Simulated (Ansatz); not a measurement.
# What BeInH3 (model cell, started as cubic perovskite with Be in the octahedra) distorts into, part 3 of 3

Which phase does BeInH3 (model cell, started as cubic perovskite with Be in the octahedra) fall into along its unstable mode, and how much energy does it gain?

Ansatz 0.2.0; DFT LDA, scalar-relativistic, plane waves, PAW; PAW set soft_1.

So far. Step 5 (Energy along the mode, all amplitudes (two of the runs …): The lowest of the steps tried is at 0.22 Å, 12.6 meV/atom below the parent; the bottom of the well need not coincide with a step. Step 7 (The new phase in its own primitive cell): The largest force component left is 0.32 meV/Å and the pressure is 0.002 GPa, within the tolerances set. The cell now holds 10.48 Å³/atom.

The structure was built from a prototype and need not be the compound's stable phase.

### Step 8. Modes of the new phase, k-mesh 12×8×8

A relaxed structure may still be a saddle point, so its zone-centre modes are computed. No field response is asked, since the mesh shows no gap.

Input file input.yaml:

```yaml
crystal:
  lattice:
    - [2.7767122955, 0.0, 0.0]
    - [0.0, 3.1136460774, 3.0296527275]
    - [0.0, -3.1136460774, 3.0296527275]
  atoms:
    - { symbol: In, position: [0.0, 0.0179402403, 0.0179402403] }
    - { symbol: Be, position: [0.5, 0.5640265159, 0.5640265159] }
    - { symbol: H, position: [0.5, 0.4966921033, 0.8854164383] }
    - { symbol: H, position: [0.5, 0.8854164383, 0.4966921033] }
    - { symbol: H, position: [0.0, 0.4357124776, 0.4357124776] }
kpoints:
  mp_grid: { grid: [12, 8, 8] }
hamiltonian:
  xc: lda
  pseudopotentials: { kind: paw, azcp: { folder: soft_1 }, xc_functional: pbe }
scf:
  occupations: { method: methfessel_paxton, width: 0.2 }
output:
  eigenvalues: true
phonons:
  method: dfpt
```

The run is started by

```console
ansatz run input.yaml --threads 4 --pin off --max-ram 16384MiB --backend cpu --events-out ev --progress --plain --runs-dir out
```

Numbers of over 12 decimals in the logs are rounded to 6 here.

Log:

```text
zone centre: on kpoints.mp_grid the ground state, and the responses unless they are solved on pairs of k-points, stand on 238 of the mesh's 768 k-points, reduced under 2 symmetry operations, with k and −k counted as one. Each operation leaves every solved displacement unchanged or reverses it
[...]
Crystal: 5 atoms, lattice volume = 52.387 Å³
Basis set: ecut = 420 eV, 1037 PW (Γ), exchange–correlation on 40×60×60 points (8 copies of the dense FFT grid, shifted against one another)
Bands: 14, of which v1, the nominal top of the filled ones, is band 9 counted from 1 (8 counted from 0)
Symmetry: 4 space group operations
k-points: 238 of 768 (irreducible under 2 space group operations, time reversal used)
[...]
SCF iter   1: F=—  HF=-5592.138683 eV  |F-HF|=—  |Δ(HF+E_count)|=         —  Δρ=6.64e-2  dr2=3.16e0  ethr=3.10e-3  ⟨swp⟩=5.1  Hψ=18975  notcnv=0
[...]
SCF iter  11: F=-5590.972769 eV  HF=-5590.972769 eV  |F-HF|=9.09e-13  |Δ(HF+E_count)|=  2.82e-11  S|Δr|=    0.00e0  Δρ=1.98e-8  dr2=9.37e-14  ethr=1.00e-12  ⟨swp⟩=11.0  Hψ=16476  notcnv=0
the search or the solves at the SCF's close seem to have found levels that the self-consistency loop had missed (the run counts 2). By its estimate they hold under 1e-12 electrons; where the run keeps them, the occupations were computed again with them
SCF 1 converged in 11 iterations: F = -5590.972769 eV  dr2 = 9.37e-14
[...]
DFPT response loops at Γ: preconditioner auto → Kerker (q_TF=auto, 2.283 Å⁻¹) (partly filled bands, converged f_vac=0.000); β = 1.00, the filter's whole step (`scf.mixing.beta` (0.50) is not read by the response loops under this deck's `scf.mixing.preconditioner`; to damp them name `kerker` or `kerker_dos`, under which they read `scf.mixing.beta`, and type it under 1.00, their step now; both keys bind the ground state too); Broyden in place of MSR1
SCF converged after 11 iterations
[...]
Free energy (F): -5590.972769 eV
[...]
Internal energy: -5590.976023 eV  (E = F + TS)
E sigma→0 (E₀):  -5590.973583 eV
Entropy (-TS):   0.003254 eV (0.651 meV/atom)
Fermi energy:    5.120658 eV
[...]
--- Band table (eV; the first three rows and the last of 238) ---
  k-point 0: bands = [... 5 lower, -4.0882, 1.7954, 2.1314, 3.6832, 6.6843, 8.5574, 11.0546, 13.5284, ... 1 higher]
  k-point 1: bands = [... 5 lower, -3.9709, 1.1750, 2.1139, 4.1168, 6.8162, 8.5782, 10.7615, 13.5952, ... 1 higher]
  k-point 2: bands = [... 5 lower, -3.6196, -0.0199, 2.3183, 4.5753, 6.6952, 9.0023, 10.3738, 13.7705, ... 1 higher]
  k-point 237: bands = [... 5 lower, 1.4167, 2.3648, 2.8611, 4.3988, 5.0904, 6.8086, 7.2300, 7.3926, ... 1 higher]
--- Phonons (Γ-DFPT): 12 representative perturbations + reference, on 238 of 768 k-points (Σ response iterations 39) ---
  k mesh reduced under 2 symmetry operations, with k and −k counted as one. Each operation leaves every solved displacement unchanged or reverses it
  ASR residual: 1.167e-5 → 0.000e0 eV/Å²; symmetrization residual: 5.673e-7 eV/Å²
  ASR residual per site (eV/Å²): 1.17e-5 3.11e-6 1.91e-6 1.91e-6 7.61e-6
[...]
non-analytic LO–TO correction: not included (Born effective charges unavailable; polar crystals: no LO–TO splitting at Γ)
```

Run time: 39 s. Hardware: 4 threads of Arm Neoverse V1, shared host; peak memory 0.79 GiB; 2.4 min of CPU time.

Numbers from this step:

- sum-rule residual before enforcement: 1.17e-5 eV/Å²
- point group: mm2
- highest optical mode at the zone centre (no LO-TO term): 1601 cm⁻¹
- lowest optical zone-centre mode: -211.4 cm⁻¹

Patterns of degenerate modes are one choice out of their space. The modes at Γ (shares of kinetic energy by element, %) (negative means imaginary):

| mode | frequency (cm⁻¹) | symmetry | In % | Be % | H % |
| --- | --- | --- | --- | --- | --- |
| 1 | -211.4 | B1 | 9 | 52 | 39 |
| 2 | -166.2 | B2 | 0 | 0 | 100 |
| 3 | 0.0 | acoustic | 91 | 7 | 2 |
| 4 | 0.0 | acoustic | 91 | 7 | 2 |
| 5 | 0.0 | acoustic | 91 | 7 | 2 |
| 6 | 160.4 | A1 | 9 | 64 | 26 |
| 7 | 160.8 | B2 | 9 | 66 | 24 |
| 8 | 471.6 | B1 | 0 | 37 | 62 |
| 9 | 523.7 | A2 | 0 | 0 | 100 |
| 10 | 639.3 | A1 | 0 | 17 | 83 |
| 11 | 708.3 | B2 | 0 | 15 | 85 |
| 12 | 1014.4 | A1 | 0 | 7 | 93 |
| 13 | 1150.5 | B1 | 0 | 4 | 96 |
| 14 | 1582.7 | A1 | 0 | 5 | 95 |
| 15 | 1600.6 | B2 | 0 | 11 | 89 |

Displacements in mode 1 (-211.4 cm⁻¹), the largest set to 1:
```
In1 -0.07  0.00  0.00
Be2  0.61  0.00  0.00
H3   1.00  0.00  0.00
H4   1.00  0.00  0.00
H5   0.72  0.00  0.00
```

Displacements in mode 6 (160.4 cm⁻¹), the largest set to 1:
```
In1  0.00  0.00 -0.10
Be2  0.00  0.00  0.90
H3   0.00  0.04  1.00
H4   0.00 -0.04  1.00
H5   0.00  0.00  0.98
```

Before it was imposed, the acoustic sum rule was missed by 1.2e-5 eV/Å². Small misses are needed for a sound result but don't prove that mesh and cutoff are converged. The lowest optical mode is imaginary, 211.4i cm⁻¹, so the energy falls along it.

### Step 9. The phases reached

The phases reached along the modes that were followed are set side by side.

Energies are those of the first relaxation, on the mesh of the frozen mode; space group, volume and gap are those of the last relaxation. Phases, by row:

| mode frozen in | space group | energy from parent (meV/atom) | volume (Å³/atom) | gap on mesh (eV) | lowest zone-centre optical mode (cm⁻¹) | largest shift (Å) |
| --- | --- | --- | --- | --- | --- | --- |
| parent | Pm-3m | 0 | 8.801 | 0 | – | – |
| q = (0, -0.5, -0.5), 697i cm⁻¹ | P4/nmm | -60.15 | 9.92 | 0 | -1137 | 0.809 |
| q = (0, 0, 0), 599i cm⁻¹ | P4mm | -114.3 | 9.95 | 0 | -122.2 | 0.926 |
| q = (0, 0, 0), 599i cm⁻¹ | R3m | -91.04 | 10 | 0 | 107.6 | 0.858 |
| q = (0, 0, 0), 599i cm⁻¹ | Amm2 | -124.8 | 10.48 | 0 | -211.4 | 0.51 |

### Step 10. Summary of results

| Quantity | Value |
| --- | --- |
| unstable mode of the parent | q = (0, 0, 0), 599i cm⁻¹ |
| depth at the lowest point sampled | 12.6 meV/atom |
| largest atomic shift at that point | 0.22 Å |
| space group reached (within 0.01 Å) | Amm2 |
| energy gained over the parent (first relaxation, on the mesh of the frozen mode) | 125 meV/atom |
| volume per atom, phase reached | 10.5 Å³ |
| lowest optical zone-centre mode, phase reached | -211 cm⁻¹ |
| highest optical mode at the zone centre (no LO-TO term), phase reached | 1601 cm⁻¹ |

Along this mode the structure falls into Amm2, 125 meV/atom below the parent. At the parent's cell the well is 12.57 meV/atom deep on the steps tried, with its lowest point at a shift of 0.22 Å. Relaxing atoms and cell changes the gain by +112.24 meV/atom against the lowest step (energies at zero smearing). Most of the total comes from this relaxation. The new phase still has an imaginary mode at the zone centre of its cell, so it is a saddle point on the way to a lower structure. Of the 4 patterns followed to their end from this parent, this one reaches the lowest energy. Each path keeps the symmetry of its pattern, so a lower phase may lie along a pattern not tried. With no gap, or one that is small against the smearing, the frequencies hang on the k mesh and the smearing, most of all near Kohn anomalies. The PAW files were made for PBE and serve the other functionals too. The starting cell was built on a prototype and not taken from a measurement, so the phase need not exist.

[Logs are printed without paths, hosts, clocks, repeated set-up lines and the standing remarks that a program may print on its own settings, such as how far it seeks lower states.]

[Hosts, paths, dates, database ids (printed as entryN), source tags and the programs' standing remarks are cut or masked in the printed files.]
